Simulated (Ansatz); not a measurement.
# PN (hypothetical, Fm-3m): a volume series of phonon spectra, part 3 of 4

Wanted: mode Grüneisen parameters of PN (hypothetical) and a free-energy fit over volumes. The crystal structure is hypothetical: it was made by swapping elements on a known structure type.

Ansatz 0.2.0; DFT PBE, scalar-relativistic, plane waves, PAW.

So far, highest frequency (cm⁻¹): step 6 (lattice dynamics at this volume, V/V0 1) 506.

## (7) Single point at a scaled cell, V/V0 1.015

Symmetry fixes every atom, so a single point at the scaled cell gives the energy and pressure of this member.

The cell differs from the one that the last finished run ended in (a 3.077 → 3.093 Å, b 3.077 → 3.093 Å, c 3.077 → 3.093 Å).

input.yaml

```yaml
crystal:
  lattice:
    - [1.5462513787, 0.8927286497, 2.5250192499]
    - [-1.5462513787, 0.8927286497, 2.5250192499]
    - [0.0, -1.7854572995, 2.5250192499]
  atoms:
    - { symbol: P, position: [0.5, 0.5, 0.5] }
    - { symbol: "N", position: [0.0, 0.0, 0.0] }
kpoints:
  mp_grid: { grid: [16, 16, 16] }
hamiltonian:
  xc: pbe
scf:
  occupations: { method: gaussian, width: 0.02 }
output:
  forces: true
  stress: true
  eigenvalues: true
```

Launch:

```bash
ansatz run input.yaml --threads 4 --pin off --max-ram 8192MiB --backend cpu --events-out ev --progress --plain --runs-dir out
```

Numbers of over 12 decimals in the logs are rounded to 6 here.

Output:

```text
[...]
Crystal: 2 atoms, lattice volume = 20.913 Å³
Basis set: ecut = 420 eV, 411 PW (Γ), exchange–correlation on 48×48×48 points (8 copies of the dense FFT grid, shifted against one another)
Bands: 9, of which v1, the nominal top of the filled ones, is band 5 counted from 1 (4 counted from 0)
Symmetry: 48 space group operations
[...]
k-points: 145 of 4096
[...]
SCF iter   1: F=—  HF=-1137.390312 eV  |F-HF|=—  |Δ(HF+E_count)|=         —  Δρ=1.76e-3  dr2=2.76e-4  ethr=1.77e-3  ⟨swp⟩=6.2  Hψ=10351  notcnv=0
[...]
SCF iter   6: F=-1137.390429 eV  HF=-1137.390429 eV  |F-HF|=2.27e-13  |Δ(HF+E_count)|=  2.74e-10  Δρ=6.59e-8  dr2=6.48e-13  ethr=7.00e-12  ⟨swp⟩=1.7  Hψ=4947  notcnv=0
SCF 1 converged in 6 iterations: F = -1137.390429 eV  dr2 = 6.48e-13
[...]
SCF converged after 6 iterations
Free energy (F): -1137.390429 eV
[...]
Internal energy: -1137.390362 eV  (E = F + TS)
E sigma→0 (E₀):  -1137.390395 eV
Entropy (-TS):   -0.000067 eV (-0.033 meV/atom)
Fermi energy:    11.882507 eV
[...]
--- Stress (GPa, compression-positive) ---
       -2.634950      -0.000000       0.000000
        0.000000      -2.634950      -0.000000
       -0.000000      -0.000000      -2.634950
  P = ⅓ Tr σ = -2.6349 GPa (-26.349 kbar)
--- Band table (eV; the first three rows and the last of 145) ---
[...]
```

Wall time 0.52 s (4 threads of Arm Neoverse V2, shared host); peak memory 0.3 GiB.

Numbers from this step:

```
pressure        : -2.635 GPa
volume per atom : 10.46 Å³
```

The run ends at a pressure of -2.63 GPa.

## (8) Lattice dynamics at this volume, V/V0 1.015

The same q-mesh and k-mesh are kept at every volume, so that much of their error can cancel in the differences.

input.yaml

```yaml
crystal:
  lattice:
    - [1.5462516486, 0.8927288055, 2.5250183686]
    - [-1.5462516486, 0.8927288055, 2.5250183686]
    - [0.0, -1.7854576111, 2.5250183686]
  atoms:
    - { symbol: P, position: [0.5, 0.5, 0.5] }
    - { symbol: "N", position: [0.0, 0.0, 0.0] }
kpoints:
  mp_grid: { grid: [16, 16, 16] }
hamiltonian:
  xc: pbe
scf:
  occupations: { method: gaussian, width: 0.02 }
output:
  eigenvalues: true
phonons:
  method: dfpt
  qmesh: [4, 4, 4]
  temperatures: { t_max: 1000, t_step: 50 }
  qpath:
    path:
      - [[0.0, 0.0, 0.0], [0.5, 0.5, 0.0], [0.625, 0.375, 0.0]]
      - [[0.375, 0.0, -0.375], [0.0, 0.0, 0.0], [0.5, 0.0, 0.0], [0.5, 0.25, -0.25], [0.5, 0.5, 0.0]]
    npoints: 10
```

Output:

```text
[...]
Crystal: 2 atoms, lattice volume = 20.913 Å³
Basis set: ecut = 420 eV, 411 PW (Γ), exchange–correlation on 48×48×48 points (8 copies of the dense FFT grid, shifted against one another)
Bands: 9, of which v1, the nominal top of the filled ones, is band 5 counted from 1 (4 counted from 0)
Symmetry: 48 space group operations
k-points: 145 of 4096
[...]
Entropy (-TS):   -0.000067 eV (-0.033 meV/atom)
Fermi energy:    11.882507 eV
[...]
--- Band table (eV; the first three rows and the last of 145) ---
[...]
ASR residual: 2.265e-5 → 0.000e0 eV/Å²; symmetrization residual: 4.889e-7 eV/Å²
  ASR residual per site (eV/Å²): 2.38e-6 2.27e-5
  Γ frequencies (cm⁻¹): -563.56 -563.56 -563.56 0.00 0.00 0.00
--- Phonons (arbitrary-q DFPT): 8 irreducible q on the 4×4×4 mesh ---
[...]
interpolated dispersion: 62 rows × 6 modes
[...]
[key lines of the parts left out:]
SCF converged after 6 iterations
Free energy (F): -1137.390429 eV
```

The job ended after 2.5 min (4 threads; peak memory 2 GiB; 9.5 min of CPU time).

The lowest solved frequency is -564 cm⁻¹, so the cell is unstable here at these settings (gap near zero, smearing on, k-mesh not tested) and gives no valid free energy.

## (9) Single point at a scaled cell, V/V0 0.985

Symmetry fixes every atom, so a single point at the scaled cell gives the energy and pressure of this member.

The cell differs from the one that the last finished run ended in (a 3.093 → 3.062 Å, b 3.093 → 3.062 Å, c 3.093 → 3.062 Å).

input.yaml, the sections that differ from step 8:

```yaml
crystal:
  lattice:
    - [1.5308647721, 0.8838451883, 2.4998930134]
    - [-1.5308647721, 0.8838451883, 2.4998930134]
    - [0.0, -1.7676903766, 2.4998930134]
  atoms:
    - { symbol: P, position: [0.5, 0.5, 0.5] }
    - { symbol: "N", position: [0.0, 0.0, 0.0] }
output:
  forces: true
  stress: true
  eigenvalues: true
# kpoints, hamiltonian, scf: as in step 8
# phonons: removed
```

Output:

```text
[...]
Crystal: 2 atoms, lattice volume = 20.295 Å³
Basis set: ecut = 420 eV, 411 PW (Γ), exchange–correlation on 48×48×48 points (8 copies of the dense FFT grid, shifted against one another)
Bands: 9, of which v1, the nominal top of the filled ones, is band 5 counted from 1 (4 counted from 0)
Symmetry: 48 space group operations
[...]
k-points: 145 of 4096
[...]
Internal energy: -1137.390198 eV  (E = F + TS)
E sigma→0 (E₀):  -1137.390249 eV
Entropy (-TS):   -0.000101 eV (-0.051 meV/atom)
Fermi energy:    12.477283 eV
[...]
--- Stress (GPa, compression-positive) ---
        2.825229       0.000000      -0.000000
        0.000000       2.825229       0.000000
       -0.000000       0.000000       2.825229
  P = ⅓ Tr σ = 2.8252 GPa (28.252 kbar)
--- Band table (eV; the first three rows and the last of 145) ---
[...]
[key lines of the parts left out:]
SCF converged after 6 iterations
Free energy (F): -1137.390300 eV
```

Wall time 0.49 s (4 threads); peak memory 0.3 GiB.

The run ends at a pressure of 2.83 GPa.

## (10) Phonons, V/V0 0.985

The same q-mesh and k-mesh are kept at every volume, so that much of their error can cancel in the differences.

input.yaml

```yaml
crystal:
  lattice:
    - [1.5308650393, 0.8838453425, 2.4998921409]
    - [-1.5308650393, 0.8838453425, 2.4998921409]
    - [0.0, -1.767690685, 2.4998921409]
  atoms:
    - { symbol: P, position: [0.5, 0.5, 0.5] }
    - { symbol: "N", position: [0.0, 0.0, 0.0] }
kpoints:
  mp_grid: { grid: [16, 16, 16] }
hamiltonian:
  xc: pbe
scf:
  occupations: { method: gaussian, width: 0.02 }
output:
  eigenvalues: true
phonons:
  method: dfpt
  qmesh: [4, 4, 4]
  temperatures: { t_max: 1000, t_step: 50 }
  qpath:
    path:
      - [[0.0, 0.0, 0.0], [0.5, 0.5, 0.0], [0.625, 0.375, 0.0]]
      - [[0.375, 0.0, -0.375], [0.0, 0.0, 0.0], [0.5, 0.0, 0.0], [0.5, 0.25, -0.25], [0.5, 0.5, 0.0]]
    npoints: 10
```

Output:

```text
[...]
Crystal: 2 atoms, lattice volume = 20.295 Å³
Basis set: ecut = 420 eV, 411 PW (Γ), exchange–correlation on 48×48×48 points (8 copies of the dense FFT grid, shifted against one another)
Bands: 9, of which v1, the nominal top of the filled ones, is band 5 counted from 1 (4 counted from 0)
Symmetry: 48 space group operations
k-points: 145 of 4096
[...]
Entropy (-TS):   -0.000101 eV (-0.051 meV/atom)
Fermi energy:    12.477282 eV
[...]
--- Band table (eV; the first three rows and the last of 145) ---
[...]
ASR residual: 1.538e-5 → 0.000e0 eV/Å²; symmetrization residual: 2.844e-7 eV/Å²
  ASR residual per site (eV/Å²): 6.50e-6 1.54e-5
  Γ frequencies (cm⁻¹): -561.41 -561.41 -561.41 0.00 0.00 0.00
--- Phonons (arbitrary-q DFPT): 8 irreducible q on the 4×4×4 mesh ---
[...]
interpolated dispersion: 62 rows × 6 modes
[...]
[key lines of the parts left out:]
SCF converged after 7 iterations
Free energy (F): -1137.390300 eV
```

It took 2.4 min on 4 threads; peak memory 2 GiB; 9.4 min of CPU time.

No LO-TO term. Phonon branches along the path, in cm⁻¹:

```csv
point,branch 1,branch 2,branch 3,branch 4,branch 5,branch 6
Γ,-561,-561,-561,0,0,0
halfway,-475,-475,54,180,180,387
X,-485,-485,-476,262,262,374
halfway,-480,-434,-397,259,276,376
U,-493,-304,-140,248,315,363
jump to K,-493,-304,-140,248,315,363
halfway,-411,-94,206,234,234,434
Γ,-561,-561,-561,0,0,0
halfway,-193,-193,166,166,208,406
L,108,108,294,294,322,485
halfway,-308,-302,230,278,284,425
W,-469,-469,227,277,328,328
halfway,-481,-453,-266,254,293,370
X,-485,-485,-476,262,262,374
```

The phonon branches as a text plot (rows in cm⁻¹):

```
    488 |                                    *******
    443 |                      **                   ***
    399 |      **           ***             *          *
    354 |    **  ***********     *                      ** ******
    309 |               *** *                  ******* *******
    265 |        ***************           *  *   ***************
    220 |       *           *  ** **        **      **** ***
    175 |   *  *           *     ***      * *
    131 |   ***                  *  *    * *
     86 |  * **                   ** *  * **   ****         *
     41 | *    *                    **  **    *    *
     -3 |*                            **
    -48 |                                          *
    -93 |   *                **** **         *
   -137 |                 * *                       *
   -182 |       *                *          *                *
   -227 |                * *                         *
   -271 |        *
   -316 |               ***       **      **          *
   -360 |  *      **                *                  *      *
   -405 |              **       **        *             *
   -450 |    **     * **       *  ***    *               *******
   -494 | ***  ****************     **   *                 ******
   -539 |**                          ****
         Γ           X  U|K            Γ         L        W     X
```

The lowest solved frequency is -561 cm⁻¹, so the cell is unstable here at these settings (gap near zero, smearing on, k-mesh not tested) and gives no valid free energy.

## (11) Single point at a scaled cell, V/V0 1.03

Symmetry fixes every atom, so a single point at the scaled cell gives the energy and pressure of this member.

The cell differs from the one that the last finished run ended in (a 3.062 → 3.108 Å, b 3.062 → 3.108 Å, c 3.062 → 3.108 Å).

input.yaml, the sections that differ from step 10:

```yaml
crystal:
  lattice:
    - [1.5538311635, 0.8971048405, 2.537396993]
    - [-1.5538311635, 0.8971048405, 2.537396993]
    - [0.0, -1.794209681, 2.537396993]
  atoms:
    - { symbol: P, position: [0.5, 0.5, 0.5] }
    - { symbol: "N", position: [0.0, 0.0, 0.0] }
output:
  forces: true
  stress: true
  eigenvalues: true
# kpoints, hamiltonian, scf: as in step 10
# phonons: removed
```

Output:

```text
[...]
Crystal: 2 atoms, lattice volume = 21.222 Å³
Basis set: ecut = 420 eV, 411 PW (Γ), exchange–correlation on 48×48×48 points (8 copies of the dense FFT grid, shifted against one another)
Bands: 9, of which v1, the nominal top of the filled ones, is band 5 counted from 1 (4 counted from 0)
Symmetry: 48 space group operations
[...]
k-points: 145 of 4096
[...]
Internal energy: -1137.382899 eV  (E = F + TS)
E sigma→0 (E₀):  -1137.382932 eV
Entropy (-TS):   -0.000066 eV (-0.033 meV/atom)
Fermi energy:    11.599054 eV
[...]
--- Stress (GPa, compression-positive) ---
       -5.073432       0.000000      -0.000000
       -0.000000      -5.073432       0.000000
       -0.000000       0.000000      -5.073432
  P = ⅓ Tr σ = -5.0734 GPa (-50.734 kbar)
--- Band table (eV; the first three rows and the last of 145) ---
[...]
[key lines of the parts left out:]
SCF converged after 6 iterations
Free energy (F): -1137.382966 eV
```

Wall time 0.51 s (4 threads); peak memory 0.3 GiB; 1.6 s of CPU time.

The run ends at a pressure of -5.07 GPa.

## (12) Phonons, V/V0 1.03

Phonons at this volume give one point of F(V, T); meshes stay fixed along the series.

input.yaml

```yaml
crystal:
  lattice:
    - [1.5538314346, 0.8971049971, 2.5373961074]
    - [-1.5538314346, 0.8971049971, 2.5373961074]
    - [0.0, -1.7942099941, 2.5373961074]
  atoms:
    - { symbol: P, position: [0.5, 0.5, 0.5] }
    - { symbol: "N", position: [0.0, 0.0, 0.0] }
kpoints:
  mp_grid: { grid: [16, 16, 16] }
hamiltonian:
  xc: pbe
scf:
  occupations: { method: gaussian, width: 0.02 }
output:
  eigenvalues: true
phonons:
  method: dfpt
  qmesh: [4, 4, 4]
  temperatures: { t_max: 1000, t_step: 50 }
  qpath:
    path:
      - [[0.0, 0.0, 0.0], [0.5, 0.5, 0.0], [0.625, 0.375, 0.0]]
      - [[0.375, 0.0, -0.375], [0.0, 0.0, 0.0], [0.5, 0.0, 0.0], [0.5, 0.25, -0.25], [0.5, 0.5, 0.0]]
    npoints: 10
```

Output:

```text
[...]
Crystal: 2 atoms, lattice volume = 21.222 Å³
Basis set: ecut = 420 eV, 411 PW (Γ), exchange–correlation on 48×48×48 points (8 copies of the dense FFT grid, shifted against one another)
Bands: 9, of which v1, the nominal top of the filled ones, is band 5 counted from 1 (4 counted from 0)
Symmetry: 48 space group operations
k-points: 145 of 4096
[...]
Entropy (-TS):   -0.000066 eV (-0.033 meV/atom)
Fermi energy:    11.599054 eV
[...]
--- Band table (eV; the first three rows and the last of 145) ---
[...]
ASR residual: 1.513e-4 → 0.000e0 eV/Å²; symmetrization residual: 5.492e-7 eV/Å²
  ASR residual per site (eV/Å²): 7.28e-5 1.51e-4
  Γ frequencies (cm⁻¹): -564.49 -564.49 -564.49 0.00 0.00 0.00
--- Phonons (arbitrary-q DFPT): 8 irreducible q on the 4×4×4 mesh ---
[...]
interpolated dispersion: 62 rows × 6 modes
[...]
[key lines of the parts left out:]
SCF converged after 6 iterations
Free energy (F): -1137.382966 eV
```

The job ended after 2.5 min (4 threads; peak memory 2 GiB; 9.6 min of CPU time).

No LO-TO term. Phonon branches along the path, in cm⁻¹:

```csv
point,branch 1,branch 2,branch 3,branch 4,branch 5,branch 6
Γ,-564,-564,-564,0,0,0
halfway,-483,-483,-49,180,180,370
X,-490,-490,-488,256,256,364
halfway,-488,-441,-405,252,270,366
U,-496,-316,-152,238,303,357
jump to K,-496,-316,-152,238,303,357
halfway,-424,-107,205,210,223,420
Γ,-564,-564,-564,0,0,0
halfway,-214,-214,152,152,206,384
L,90,90,271,271,316,463
halfway,-312,-308,220,266,284,406
W,-476,-476,212,256,322,322
halfway,-488,-461,-278,242,289,362
X,-490,-490,-488,256,256,364
```

The phonon branches as a text plot (rows in cm⁻¹):

```
    469 |                                    *******
    425 |                      **                   ***
    381 |      **    *****  ***             *          **     ***
    337 |    **  ****     **     *               *       *****
    293 |               *** *                  **********  ****
    249 |        ***************           * ***  ***************
    205 |       *               ****      * **      ***  ***
    161 |   ****           *     ***        *
    117 |  **                    *  *    * *
     73 | ** **                      *  ****   ****
     29 | *                       ****  *                   *
    -15 |*                            **      *
    -59 |      *                                   *
   -103 |                    **** **         *
   -147 |   *             * *                       *
   -191 |       *                *                           *
   -235 |                * *                *        *
   -279 |        *
   -323 |               ***       **      **          *
   -367 |  *      **                *                  *      *
   -411 |              **       **        *             *
   -455 |    **     * **       *  ***    *               *******
   -499 | ***  ****************     **   *                 ******
   -543 |**                          ****
         Γ           X  U|K            Γ         L        W     X
```

The lowest solved frequency is -564 cm⁻¹, so the cell is unstable here at these settings (gap near zero, smearing on, k-mesh not tested) and gives no valid free energy.

## (13) Single point at a scaled cell, V/V0 0.97

Symmetry fixes every atom, so a single point at the scaled cell gives the energy and pressure of this member.

The cell differs from the one that the last finished run ended in (a 3.108 → 3.046 Å, b 3.108 → 3.046 Å, c 3.108 → 3.046 Å).

input.yaml, the sections that differ from step 12:

```yaml
crystal:
  lattice:
    - [1.5230541017, 0.8793356956, 2.4871382353]
    - [-1.5230541017, 0.8793356956, 2.4871382353]
    - [0.0, -1.7586713912, 2.4871382353]
  atoms:
    - { symbol: P, position: [0.5, 0.5, 0.5] }
    - { symbol: "N", position: [0.0, 0.0, 0.0] }
output:
  forces: true
  stress: true
  eigenvalues: true
# kpoints, hamiltonian, scf: as in step 12
# phonons: removed
```

Output:

```text
[...]
Crystal: 2 atoms, lattice volume = 19.986 Å³
Basis set: ecut = 420 eV, 387 PW (Γ), exchange–correlation on 48×48×48 points (8 copies of the dense FFT grid, shifted against one another)
Bands: 9, of which v1, the nominal top of the filled ones, is band 5 counted from 1 (4 counted from 0)
Symmetry: 48 space group operations
[...]
k-points: 145 of 4096
[...]
Internal energy: -1137.381857 eV  (E = F + TS)
E sigma→0 (E₀):  -1137.381921 eV
Entropy (-TS):   -0.000128 eV (-0.064 meV/atom)
Fermi energy:    12.796629 eV
[...]
--- Stress (GPa, compression-positive) ---
        5.836608       0.000000       0.000000
        0.000000       5.836608       0.000000
        0.000000       0.000000       5.836608
  P = ⅓ Tr σ = 5.8366 GPa (58.366 kbar)
--- Band table (eV; the first three rows and the last of 145) ---
[...]
[key lines of the parts left out:]
SCF converged after 6 iterations
Free energy (F): -1137.381985 eV
```

Elapsed: 0.5 s, on 4 threads; peak memory 0.29 GiB.

The run ends at a pressure of 5.84 GPa.

(Continued in part 4 of 4.)

[Logs are printed without paths, hosts, clocks, repeated set-up lines and the standing remarks that a program may print on its own settings, such as how far it seeks lower states.]

[Hosts, paths, dates, database ids (printed as entryN), source tags and the programs' standing remarks are cut or masked in the printed files.]

[A step with changed settings may run another functional than the one named; its input shows which.]

[Of the runs on displaced cells, only some may be shown.]
